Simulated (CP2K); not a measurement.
Consider fluoroacetylene at its PBE geometry (Å).

```xyz
4

C    -0.6322    0.0159    0.1843
C     0.5239   -0.0139   -0.1555
F     1.7615   -0.0537   -0.5250
H    -1.6532    0.0518    0.4962
```

Method: CP2K XAS_TDP, all-electron GAPW, PBEh(45%), aug-cc-pVTZ, TDA, GW2X-corrected core level, no relativity.

**Question.** Predict the bright core excitations at the C K edge.

Leading lines: C1 287.10 eV and C2 289.07 eV. The leading line of an atom is its first one with 35 % of the strongest within 2.5 eV of its lowest line over the strength cut. Core ionisation energies at this level: C1 290.99 and C2 293.35 eV.

The first six lines of each atom with a strength over 0.0015:

| atom | energy (eV) | states | strength, one atom | above the computed threshold |
| --- | --- | --- | --- | --- |
| C1 (bonded to C and H) | 287.10 | 2 | 0.0935 |  |
|  | 289.27 | 1 | 0.0172 |  |
|  | 290.37 | 2 | 0.0147 |  |
|  | 291.26 | 1 | 0.0018 | yes |
|  | 291.78 | 2 | 0.0054 | yes |
|  | 292.06 | 1 | 0.0106 | yes |
| C2 (bonded to C and F) | 289.07 | 2 | 0.1280 |  |
|  | 289.52 | 1 | 0.0190 |  |
|  | 292.27 | 1 | 0.0029 |  |
|  | 293.40 | 1 | 0.0024 | yes |
|  | 294.17 | 2 | 0.0044 | yes |
|  | 294.76 | 1 | 0.0040 | yes |

Lines are vertical, at one geometry, with no vibrational structure. GW2X ionisation energies and lines can be off by 1 to 2 eV either way, and a good line position may hide errors that cancel. These values hold no scalar relativity, about 0.1 eV for C 1s. Rydberg lines, and the discretised continuum above threshold, depend on the basis and the box.

[Banner, clock and machine lines of the logs are left out without a mark of their own.]

[Logs are printed without paths, hosts, clocks, repeated set-up lines and the standing remarks that a program may print on its own settings, such as how far it seeks lower states.]

[Hosts, paths, dates, database ids (printed as entryN), source tags and the programs' standing remarks are cut or masked in the printed files.]
